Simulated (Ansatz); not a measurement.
# A hypothetical structure for Sc6S, part 2 of 2

Starting from a made-up structure for Sc6S, the aim is the relaxed cell, its shortest contacts and, where a second run follows, its electronic structure.

Ansatz 0.2.0; DFT, PBE, plane-wave PAW, files of the set soft_1, scalar-relativistic, no spin, cell and ions relaxed at zero pressure; PAW set soft_1 (the session's first sound run).

So far: The structure; Relaxation of the guess.

## Step 2: Relaxation of the guess (continued)

The steps of the relaxation:

| step | energy less that of the first step (eV) | largest force component (eV/Å) | pressure (GPa) | volume (Å³) |
| --- | --- | --- | --- | --- |
| 1 | 0.0000 | 0.3164 | 2.85 | 159.66 |
| 2 | 0.2173 | 0.6903 | -1.09 | 171.34 |
| 3 | -0.1118 | 0.0192 | -0.11 | 165.70 |
| 4 | -0.1152 | 0.0341 | 0.19 | 164.79 |
| 5 | -0.1164 | 0.0248 | 0.05 | 165.44 |
| 6 | -0.1166 | 0.0023 | 0.01 | 165.43 |
| 7* | -0.1169 | 0.0022 | 0.01 | 165.43 |

Relaxation steps marked * repeat the geometry before them on a plane-wave basis chosen anew for their cell, so energy and pressure can jump there. Relaxation step 2 was tried and not accepted.

The run keeps the 12 symmetry operations that it works with, so distortions that break them were not tested.

| conventional cell, symmetrised | before | after | change |
| --- | --- | --- | --- |
| a (Å) | 5.874 | 5.911 | +0.6 % |
| b (Å) | 5.874 | 5.911 | +0.6 % |
| c (Å) | 5.343 | 5.468 | +2.3 % |
| volume (Å³/atom) | 22.81 | 23.63 | +3.6 % |

The atoms that moved most (Å, as changes of fractional coordinates times the final cell):

| atom | dx | dy | dz | length |
| --- | --- | --- | --- | --- |
| Sc1 | 0.017 | 0.029 | 0.040 | 0.053 |
| Sc2 | -0.034 | 0.000 | 0.040 | 0.053 |
| Sc3 | 0.017 | -0.029 | 0.040 | 0.053 |
| Sc6 | 0.034 | 0.000 | -0.040 | 0.053 |
| Sc5 | -0.017 | 0.029 | -0.040 | 0.053 |
| Sc4 | -0.017 | -0.029 | -0.040 | 0.053 |

Numbers from this step:

```
free energy             : -13720.2878 eV
energy at zero smearing : -13720.2514 eV
smearing term TS        : 0.07275 eV
Fermi energy            : 9.021 eV
electrons               : 72
symmetry operations     : 12
pressure                : 0.008715 GPa
```

The shortest distance of each pair, which need not be the same contact before and after:

| pair | guess (Å) | relaxed (Å) |
| --- | --- | --- |
| S–Sc | 2.454 | 2.488 |
| Sc–Sc | 3.135 | 3.218 |
| S–S | 5.343 | 5.468 |

The relaxation ends with a largest force component of 0.0022 eV/Å and a pressure of 0.01 GPa.

## Step 3: Bands of the relaxed cell

With the geometry fixed, one more self-consistent run, with a narrower smearing and the mesh shown in its input, gives the bands, and its pressure, and its forces where symmetry allows any, show how far the geometry depends on these settings.

This step: DFT, PBE, plane-wave PAW, files of the set soft_1, scalar-relativistic, no spin, bands and density of states at the relaxed cell; PAW set soft_1 (Ansatz 0.2.0).

Input file input.yaml:

```yaml
crystal:
  lattice:
    - [5.9106624576, 0.0, 0.0]
    - [-2.9553312288, 5.1187838415, 0.0]
    - [0.0, 0.0, 5.4678515888]
  atoms:
    - { symbol: Sc, position: [0.348092583, 0.348092583, 0.744193874] }
    - { symbol: Sc, position: [0.651907417, 0.0, 0.744193874] }
    - { symbol: Sc, position: [0.0, 0.651907417, 0.744193874] }
    - { symbol: Sc, position: [0.651907417, 0.651907417, 0.255806126] }
    - { symbol: Sc, position: [0.0, 0.348092583, 0.255806126] }
    - { symbol: Sc, position: [0.348092583, 0.0, 0.255806126] }
    - { symbol: S, position: [0.0, 0.0, 0.0] }
kpoints:
  mp_grid: { grid: [6, 6, 6] }
  band_path:
    path:
      - [[0.0, 0.0, 0.0], [0.5, 0.0, 0.0], [0.33333333, 0.33333333, 0.0], [0.0, 0.0, 0.0], [0.0, 0.0, 0.5], [0.5, 0.0, 0.5], [0.33333333, 0.33333333, 0.5], [0.0, 0.0, 0.5]]
      - [[0.5, 0.0, 0.5], [0.5, 0.0, 0.0]]
      - [[0.33333333, 0.33333333, 0.0], [0.33333333, 0.33333333, 0.5]]
    npoints: 8
scf:
  occupations: { method: fermi_dirac, width: 0.03 }
  n_extra_bands: 11
hamiltonian:
  xc: pbe
  pseudopotentials: { kind: paw, azcp: { folder: soft_1 } }
output:
  forces: true
  stress: true
  write_bands: true
  dos: { projected: true }
  write_density: true
  write_potential: true
  elf: true
  volumetric_format: npy
```

Started as:

```
$ ansatz run input.yaml --threads 4 --pin off --max-ram 10240MiB --backend cpu --events-out ev --progress --plain --runs-dir out
```

Numbers of over 12 decimals in the logs are rounded to 6 here.

The program printed:

```text
[...]
Crystal: 7 atoms, lattice volume = 165.432 Å³
Basis set: ecut = 420 eV, 3211 PW (Γ), exchange–correlation on 80×80×80 points (8 copies of the dense FFT grid, shifted against one another)
Bands: 47, of which v1, the nominal top of the filled ones, is band 36 counted from 1 (35 counted from 0)
Symmetry: 12 space group operations
[...]
k-points: 34 of 216
[...]
SCF iter   1: F=—  HF=-13721.060430 eV  |F-HF|=—  |Δ(HF+E_count)|=         —  Δρ=2.61e-2  dr2=3.32e0  ethr=3.10e-3  ⟨swp⟩=6.7  Hψ=6323  notcnv=0
[...]
SCF iter   8: F=-13720.260785 eV  HF=-13720.260785 eV  |F-HF|=3.57e-9  |Δ(HF+E_count)|=   2.58e-8  Δρ=2.28e-6  dr2=9.38e-9  ethr=1.39e-10  ⟨swp⟩=16.2  Hψ=10363  notcnv=0
SCF 1 converged in 8 iterations: F = -13720.260785 eV  dr2 = 9.38e-9
[...]
NSCF: frozen V_eff on 75 k-points
SCF converged after 8 iterations
Free energy (F): -13720.260785 eV
[...]
Internal energy: -13720.233605 eV  (E = F + TS)
E sigma→0 (E₀):  -13720.247195 eV
Entropy (-TS):   -0.027180 eV (-3.883 meV/atom)
Fermi energy:    9.018274 eV
[...]
--- Forces (eV/Å), atoms counted from 1 ---
  atom   1  Sc    -0.00005467    -0.00009470     0.00274156
  atom   2  Sc     0.00010934     0.00000000     0.00274156
  atom   3  Sc    -0.00005467     0.00009470     0.00274156
  atom   4  Sc     0.00005467     0.00009470    -0.00274156
  atom   5  Sc     0.00005467    -0.00009470    -0.00274156
  atom   6  Sc    -0.00010934    -0.00000000    -0.00274156
  atom   7  S      0.00000000    -0.00000000     0.00000000
  max |Σ_I F_I| component: 1.56e-17 eV/Å
--- Stress (GPa, compression-positive) ---
        0.003593      -0.000000      -0.000000
       -0.000000       0.003593      -0.000000
       -0.000000      -0.000000      -0.033980
  P = ⅓ Tr σ = -0.0089 GPa (-0.089 kbar)
--- Band table (eV; the first three rows and the last of 34) ---
  k-point 0: bands = [... 32 lower, 8.5057, 8.5247, 8.5990, 8.8903, 8.8903, 9.0730, 9.9282, 9.9282, ... 7 higher]
  k-point 1: bands = [... 32 lower, 8.5288, 8.6241, 8.6629, 8.9267, 8.9267, 9.2398, 9.8029, 9.8029, ... 7 higher]
  k-point 2: bands = [... 32 lower, 8.5764, 8.6773, 9.0063, 9.0063, 9.0087, 9.4625, 9.4657, 9.4657, ... 7 higher]
  k-point 33: bands = [... 32 lower, 8.2514, 8.6437, 8.6552, 8.6552, 9.1542, 9.3828, 9.3828, 10.1267, ... 7 higher]
```

Elapsed: 6.8 s, on 4 threads of AMD EPYC 7B13 (Zen 3), shared host; peak memory 0.78 GiB; 26 s of CPU time.

Numbers from this step:

* free energy: -13720.2608 eV
* energy at zero smearing: -13720.2472 eV
* smearing term TS: 0.02718 eV
* Fermi energy: 9.018 eV
* pressure: -0.008931 GPa

From bands.tsv, the bands that come nearest the Fermi level along the path, at its corners, in eV from the Fermi level:

```tsv
point	band 33	band 34	band 35	band 36	band 37	band 38	band 39	band 40
Γ	-0.51	-0.49	-0.42	-0.13	-0.13	0.05	0.91	0.91
M	-0.68	-0.60	-0.40	-0.28	0.05	0.07	0.62	1.02
K	-0.73	-0.42	-0.42	-0.39	0.06	0.31	0.31	1.24
Γ	-0.51	-0.49	-0.42	-0.13	-0.13	0.05	0.91	0.91
A	-0.19	-0.19	0.03	0.03	0.13	0.13	0.35	0.40
L	-0.66	-0.46	-0.12	0.21	0.27	0.37	0.53	0.61
H	-1.08	-0.17	-0.17	0.01	0.34	0.34	0.42	0.48
A	-0.19	-0.19	0.03	0.03	0.13	0.13	0.35	0.40
L	-0.66	-0.46	-0.12	0.21	0.27	0.37	0.53	0.61
M	-0.68	-0.60	-0.40	-0.28	0.05	0.07	0.62	1.02
K	-0.73	-0.42	-0.42	-0.39	0.06	0.31	0.31	1.24
H	-1.08	-0.17	-0.17	0.01	0.34	0.34	0.42	0.48
```

States per cell as run, both spins, in windows of 1 eV, from dos.tsv (zero at the Fermi level):

```
from  to  total
  -8  -7   0.00
  -7  -6   0.00
  -6  -5   3.77
  -5  -4   2.23
  -4  -3   0.43
  -3  -2   1.75
  -2  -1   3.59
  -1   0  10.08
   0   1   7.95
```

A further 50.0 states lie below the table's range.

Valence density in the ac plane at fractional y = 0.000, with atoms of Sc and S within 0.2 Å of it. It is the smooth field of the valence electrons, not physical close to the nuclei.

Ten steps, logarithmic in the rise over the least value, from '_' (0.1 e/Å³) to '@' (8.4 e/Å³), each cell a mean:
```
==++==--..________..::::::--++++
++++--::..______::++****==--==++
----::..______..==%%@@%%**--::--
......________..++@@@@@@##--....
______________..==##%%%%++::____
________________..--++==::______
__________________......________
________..::::..________________
______::++##**==..______________
____..==%%@@@@##--..____________
::::::++%%@@@@##--..______....::
====----**%%%%++::______..::--==
++++==----==--::..______..--++++
--++++--......________..::==++==
```
Columns run along a (5.9 Å), rows up along c (5.5 Å). Atoms in or near the plane, at fractional coordinates: Sc at (0.65, 0.74), Sc at (0.35, 0.26), S at (0.00, 0.00).

Electrostatic potential energy in the ac plane at fractional y = 0.000, with atoms of Sc and S within 0.2 Å of it. With pseudopotentials it is smooth inside the atoms' cores, unlike the true potential.

Ten even steps from '0' (-46 eV) to '9' (13 eV), each cell a mean:
```
2269999998888842
4689999985457875
8999999862014788
9999999851003799
9999999863125899
9999999987668999
9999999998889999
9999877899999999
9998534689999999
9986200379999999
9986100379999999
7887412589999987
2378766899999962
3268999999999832
```
Columns run along a (5.9 Å; values clipped at the 3rd and 97th percentile), rows up along c (5.5 Å). Atoms in or near the plane, at fractional coordinates: Sc at (0.65, 0.74), Sc at (0.35, 0.26), S at (0.00, 0.00).

ELF in the ac plane at fractional y = 0.000, with atoms of Sc and S within 0.2 Å of it. It is the smooth field of the valence electrons, not physical close to the nuclei.

Ten even steps from '0' (0.02) to '9' (0.83), each cell a mean:
```
1797444311112894
9996555215752499
9864564147466158
4323575166147214
2234685137675112
5456776203541134
7665332211112466
6531111014556666
3211577403776433
3204745722774323
7514723722664356
9952677513654689
6983133114545897
0597211233225981
```
Columns run along a (5.9 Å), rows up along c (5.5 Å). Atoms in or near the plane, at fractional coordinates: Sc at (0.65, 0.74), Sc at (0.35, 0.26), S at (0.00, 0.00).

## Step 4: Summary of results

```yaml
space_group_relaxed: P-31m
conventional_cell: a = 5.911, b = 5.911, c = 5.468 Å; α = 90.0°, β = 90.0°, γ = 120.0°
volume_per_atom: 23.63 Å³ (guess 22.81)
```

What this shows: Sc6S relaxes to P-31m with a = 5.911, b = 5.911 and c = 5.468 Å. The guessed volume was 3 % too small. The space group P-31m was held in the relaxation, so the end point is a stationary structure within it and may be a saddle against distortions or other arrangements. Bands cross the Fermi level, so it is a metal or semimetal at this level. Semilocal functionals can close a small real gap, so this isn't settled for compounds with anions. On the 6×6×6 mesh with the narrower smearing (relaxed on 5×5×5) the largest force component is 0.003 eV/Å and the largest stress component is 0.034 GPa, within the relaxation's thresholds of 0.015 eV/Å and 0.05 GPa. The cutoff wasn't tested. No dispersion term is used, so weakly bound directions may come out too long. Nothing here tests whether the compound is stable against decomposition.

[Logs are printed without paths, hosts, clocks, repeated set-up lines and the standing remarks that a program may print on its own settings, such as how far it seeks lower states.]

[Hosts, paths, dates, database ids (printed as entryN), source tags and the programs' standing remarks are cut or masked in the printed files.]
